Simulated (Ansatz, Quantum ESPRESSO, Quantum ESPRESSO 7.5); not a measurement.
**H-SiC-H chair, 1 layer: biaxial strain by an ASE script**

How do the band edges of H-SiC-H chair, 1 layer move against the vacuum when the sheet is stretched?

Main program and level: Quantum ESPRESSO 7.5; plane-wave DFT, PBE, GBRV ultrasoft pseudopotentials (geometry by Ansatz 0.2.0 with PAW datasets; geometry under PBE).

This is a report of a sequence of runs, with most program output left out.

**1. The starting structure**

The cell holds 4 atoms: 2 H, 1 C and 1 Si. Cell: a = 3.086 Å, b = 3.086 Å, c = 18.113 Å, α = 90.0°, β = 90.0°, γ = 120.0°. Vacuum lies along c.

This sheet is a model structure: its symmetry is held, and its stability is not tested here.

**2. Relaxation with Ansatz**

The geometry comes first, from a plane-wave PAW code, so that the later runs on this slab share one structure.

The input, input.yaml:

```yaml
crystal:
  lattice:
    - [3.0855, 0.0, 0.0]
    - [-1.54275, 2.6721213834, 0.0]
    - [0.0, 0.0, 18.1133333333]
  atoms:
    - { symbol: H, position: [0.6666666667, 0.3333333333, 0.4140596246] }
    - { symbol: C, position: [0.6666666667, 0.3333333333, 0.473132131] }
    - { symbol: Si, position: [0.3333333333, 0.6666666667, 0.5075450865] }
    - { symbol: H, position: [0.3333333333, 0.6666666667, 0.5859403754] }
kpoints:
  mp_grid: { grid: [12, 12, 1] }
hamiltonian:
  xc: pbe
scf:
  occupations: { method: fermi_dirac, width: 0.05 }
  convergence: { dr2_threshold: 1.0e-08 }
efield:
  axis: 3
  dipole_correction: true
  ramp_position: 0.97
  ramp_width: 0.04
relax:
  f_tol: 0.01
  cell: { fix: [c, alpha, beta] }
output:
  write_potential: true
  write_density: true
  volumetric_format: npy
```

On the command line:

```sh
$ ansatz run input.yaml --threads 2 --pin off --max-ram 4096MiB --backend cpu --events-out ev --progress --plain --runs-dir out
```

Run time: 5.9 s. Hardware: 2 threads of Arm Neoverse V2, shared host; peak memory 0.4 GiB.

Relaxation path:

| step | energy less that of the first step (eV) | largest force component (eV/Å) | pressure (GPa) | volume (Å³) |
| --- | --- | --- | --- | --- |
| 1 | 0.0000 | 2.1166 | 1.58 | 149.34 |
| 2 | -0.0843 | 0.5225 | 0.54 | 152.90 |
| 3 | -0.0956 | 0.1018 | 0.02 | 152.85 |
| 4 | -0.0957 | 0.0072 | 0.00 | 153.00 |
| 5* | -0.0976 | 0.0069 | 0.01 | 153.00 |

Relaxation steps marked * repeat the geometry before them on a plane-wave basis chosen anew for their cell, so energy and pressure can jump there.

| cell as run | before | after | change |
| --- | --- | --- | --- |
| a (Å) | 3.086 | 3.123 | +1.2 % |
| b (Å) | 3.086 | 3.123 | +1.2 % |

The atoms that moved most (Å, along periodic axes as changes of fractional coordinates times the final cell, across vacuum about the mean position):

| atom | dx | dy | dz | length |
| --- | --- | --- | --- | --- |
| H4 | 0.000 | 0.000 | 0.042 | 0.042 |
| Si3 | 0.000 | 0.000 | -0.034 | 0.034 |
| H1 | 0.000 | 0.000 | -0.023 | 0.023 |
| C2 | 0.000 | 0.000 | 0.014 | 0.014 |

Final coordinates:

```cif
data_structure
_symmetry_space_group_name_H-M 'P 1'
_symmetry_Int_Tables_number 1
_cell_length_a 3.1231
_cell_length_b 3.1231
_cell_length_c 18.1133
_cell_angle_alpha 90.000
_cell_angle_beta 90.000
_cell_angle_gamma 120.000
_cell_volume 153.00
loop_
_atom_site_label
_atom_site_type_symbol
_atom_site_fract_x
_atom_site_fract_y
_atom_site_fract_z
_atom_site_occupancy
H1 H 0.66667 0.33333 0.41280 1
C2 C 0.66667 0.33333 0.47392 1
Si3 Si 0.33333 0.66667 0.50567 1
H4 H 0.33333 0.66667 0.58828 1
```

Read from the output:

- free energy: -919.0069 eV
- Fermi energy: -1.288 eV
- gap by band count: 3.778 eV
- symmetry operations: 6
- dipole along the normal: -0.08183 e·Å
- vacuum level at the upper face over a Fermi level inside the gap: 4.356 eV
- vacuum level at the lower face over a Fermi level inside the gap: 2.603 eV

**3. The script**

Under ESM bc1 levels count from the vacuum, or from the mean of the two vacuum levels where the sheet has a dipole, so band edges at unlike strains can be compared.

Level of this step: plane-wave DFT, PBE, GBRV ultrasoft pseudopotentials (Quantum ESPRESSO 7.5).

The input, run.py:

```python
import json
import numpy as np
from ase import Atoms
from ase.calculators.espresso import Espresso, EspressoProfile

profile = EspressoProfile(command='mpirun -n 2 pw.x -nk 2', pseudo_dir='../pseudo')
pseudopotentials = {'C': 'c_pbe_v1.2.uspp.F.UPF', 'H': 'h_pbe_v1.4.uspp.F.UPF', 'Si': 'si_pbe_v1.uspp.F.UPF'}
system = {'ecutwfc': 40, 'ecutrho': 200, 'occupations': 'smearing', 'smearing': 'fd', 'degauss': 0.002}


def calculator(name, kpts, **extra):
    data = dict(control=dict(tprnfor=True, verbosity='high', disk_io='none'),
                system=system | extra,
                electrons=dict(conv_thr=1e-09, mixing_beta=0.4, mixing_mode='plain',
                               electron_maxstep=100))
    return Espresso(profile=profile, directory=name, pseudopotentials=pseudopotentials, kpts=kpts, input_data=data)


def centre(atoms):
    z = atoms.positions[:, 2]
    atoms.positions[:, 2] -= (z.max() + z.min()) / 2  # ESM wants the slab about z = 0
    return atoms

sheet = Atoms(
    ['H', 'C', 'Si', 'H'],
    scaled_positions=[
        [0.6666666667, 0.3333333333, 0.4128023740],
        [0.6666666667, 0.3333333333, 0.4739193070],
        [0.3333333333, 0.6666666667, 0.5056726672],
        [0.3333333333, 0.6666666667, 0.5882828693]],
    cell=[
        [3.123073692267, 0.000000000000, 0.000000000000],
        [-1.561536846133, 2.704661155394, 0.000000000000],
        [0.000000000000, 0.000000000000, 18.113333333300]],
    pbc=True)

rows = []
for strain in [-0.03, -0.015, 0.0, 0.015, 0.03]:
    atoms = sheet.copy()
    atoms.set_cell(sheet.cell.array * [[1 + strain], [1 + strain], [1]], scale_atoms=True)
    atoms = centre(atoms)
    atoms.calc = calculator(f's{strain:+.3f}', (12, 12, 1), assume_isolated='esm', esm_bc='bc1', nbnd=9)
    energy = atoms.get_potential_energy()
    levels = np.array([atoms.calc.get_eigenvalues(kpt=i) for i in range(len(atoms.calc.get_ibz_k_points()))])
    top, bottom = levels[:, 4].max(), levels[:, 5].min()
    direct = (levels[:, 5] - levels[:, 4]).min()
    rows.append([strain, energy, top, bottom, direct])
    print(f'strain {strain:+.3f}: E = {energy:.5f} eV, valence top {top:.3f}, conduction bottom {bottom:.3f}, '
          f'gap {bottom - top:.3f}, least direct gap {direct:.3f} eV')

x, energy, top, bottom, direct = np.array(rows).T
area = np.linalg.norm(np.cross(*sheet.cell[:2]))
stiffness = np.polyfit(x, energy, 2)[0] / area * 16.0218  # C11 + C12, heights clamped
print(f'valence and conduction edges move by {np.polyfit(x, top, 1)[0]:.2f} and {np.polyfit(x, bottom, 1)[0]:.2f} eV per unit biaxial strain')
print(f'C11 + C12 with clamped heights: {stiffness:.1f} N/m')
json.dump(dict(rows=rows, stiffness=stiffness), open('result.json', 'w'))
```

On the command line:

```sh
$ OMP_NUM_THREADS=1 python run.py
```

It took 88 s on 2 MPI ranks; peak memory 0.34 GiB; 2.9 min of CPU time.

This step gave:

| Quantity | Value |
| --- | --- |
| biaxial stiffness | 159.3 N/m |

Band edge from the vacuum level against biaxial strain:

| biaxial strain (%) | valence top (eV) | conduction bottom (eV) |
| --- | --- | --- |
| -3.00 | -5.28 | -1.76 |
| -1.50 | -5.34 | -1.71 |
| 0.00 | -5.39 | -1.66 |
| 1.50 | -5.44 | -1.62 |
| 3.00 | -5.47 | -1.59 |

The gap by biaxial strain:

| biaxial strain (%) | on the mesh (eV) | least direct (eV) |
| --- | --- | --- |
| -3.00 | 3.52 | 3.52 |
| -1.50 | 3.63 | 3.63 |
| 0.00 | 3.73 | 3.73 |
| 1.50 | 3.82 | 3.82 |
| 3.00 | 3.88 | 3.88 |

Energy over the lowest against biaxial strain:

| biaxial strain (%) | energy over the lowest (meV) |
| --- | --- |
| -3.00 | 80.8 |
| -1.50 | 19.2 |
| 0.00 | 0 |
| 1.50 | 18.5 |
| 3.00 | 70.3 |

**4. The script: LDA, GBRV ultrasoft**

Level of this step: plane-wave DFT, LDA, GBRV ultrasoft pseudopotentials (Quantum ESPRESSO 7.5).

run.py, as its differences from the input of step 3:

```diff
@@ -6,3 +6,3 @@
 profile = EspressoProfile(command='mpirun -n 2 pw.x -nk 2', pseudo_dir='../pseudo')
-pseudopotentials = {'C': 'c_pbe_v1.2.uspp.F.UPF', 'H': 'h_pbe_v1.4.uspp.F.UPF', 'Si': 'si_pbe_v1.uspp.F.UPF'}
+pseudopotentials = {'C': 'c_lda_v1.2.uspp.F.UPF', 'H': 'h_lda_v1.4.uspp.F.UPF', 'Si': 'si_lda_v1.uspp.F.UPF'}
 system = {'ecutwfc': 40, 'ecutrho': 200, 'occupations': 'smearing', 'smearing': 'fd', 'degauss': 0.002}
```

On the command line:

```sh
$ OMP_NUM_THREADS=1 python run.py
```

It took 90 s on 2 MPI ranks; peak memory 0.34 GiB; 3 min of CPU time.

Numbers from this step:

| Property | Result |
| --- | --- |
| biaxial stiffness | 151.9 N/m |

Band edge from the vacuum level against biaxial strain:

| biaxial strain (%) | valence top (eV) | conduction bottom (eV) |
| --- | --- | --- |
| -3.00 | -5.45 | -1.82 |
| -1.50 | -5.51 | -1.76 |
| 0.00 | -5.56 | -1.71 |
| 1.50 | -5.61 | -1.67 |
| 3.00 | -5.64 | -1.75 |

The gap by biaxial strain:

| biaxial strain (%) | on the mesh (eV) | least direct (eV) |
| --- | --- | --- |
| -3.00 | 3.63 | 3.63 |
| -1.50 | 3.75 | 3.75 |
| 0.00 | 3.86 | 3.86 |
| 1.50 | 3.94 | 3.94 |
| 3.00 | 3.89 | 3.99 |

The energy over the lowest by biaxial strain:

| biaxial strain (%) | energy over the lowest (meV) |
| --- | --- |
| -3.00 | 22.2 |
| -1.50 | 0 |
| 0.00 | 18.4 |
| 1.50 | 72.8 |
| 3.00 | 159 |

**5. A check by hand**

Under equal strain ε in the plane, E = A (C11 + C12) ε². From the points at ±1.5 %: d²E/dε² = (19.16 + 18.51 − 2 × 0.00) meV / 0.015² = 167 eV, and 167/(2 × 8.447 Å²) × 16.02 = 159 N/m.

**6. Outcome**

| Property | Result |
| --- | --- |
| C11 + C12, heights clamped, PBE, GBRV ultrasoft | 159 N/m |
| gap on the mesh at zero strain, PBE, GBRV ultrasoft | 3.73 eV |
| valence top below the mean of the two vacuum levels at zero strain, PBE, GBRV ultrasoft | 5.39 eV |
| shift of the valence top per unit biaxial strain, PBE, GBRV ultrasoft | -3.2 eV |
| shift of the conduction bottom per unit biaxial strain, PBE, GBRV ultrasoft | 2.9 eV |
| C11 + C12, heights clamped, LDA, GBRV ultrasoft | 152 N/m |
| gap on the mesh at zero strain, LDA, GBRV ultrasoft | 3.86 eV |
| valence top below the mean of the two vacuum levels at zero strain, LDA, GBRV ultrasoft | 5.56 eV |
| shift of the valence top per unit biaxial strain, LDA, GBRV ultrasoft | -3.2 eV |

The sheet's biaxial stiffness comes to 159 N/m and its gap at zero strain to 3.73 eV (PBE, GBRV ultrasoft). From −3 % to +3 % the gap on the mesh goes from 3.52 to 3.88 eV; it is direct at every strain. Heights are clamped under strain, which makes a sheet with several atomic planes too stiff. Zero strain is the PBE cell; under LDA the energy is lowest near -1.4 %, so its stiffness is taken away from its own minimum. Semilocal gaps are too small. The sheet carries a dipole, so the two faces have unlike vacuum levels and the zero lies between them.

[Logs are printed without paths, hosts, clocks, repeated set-up lines and the standing remarks that a program may print on its own settings, such as how far it seeks lower states.]

[Hosts, paths, dates, database ids (printed as entryN), source tags and the programs' standing remarks are cut or masked in the printed files.]

[Maps of the electrostatic potential energy from Ansatz leave out the sawtooth potential of an applied field or a dipole correction, so their vacuum need not be flat; planar profiles and work functions include it.]
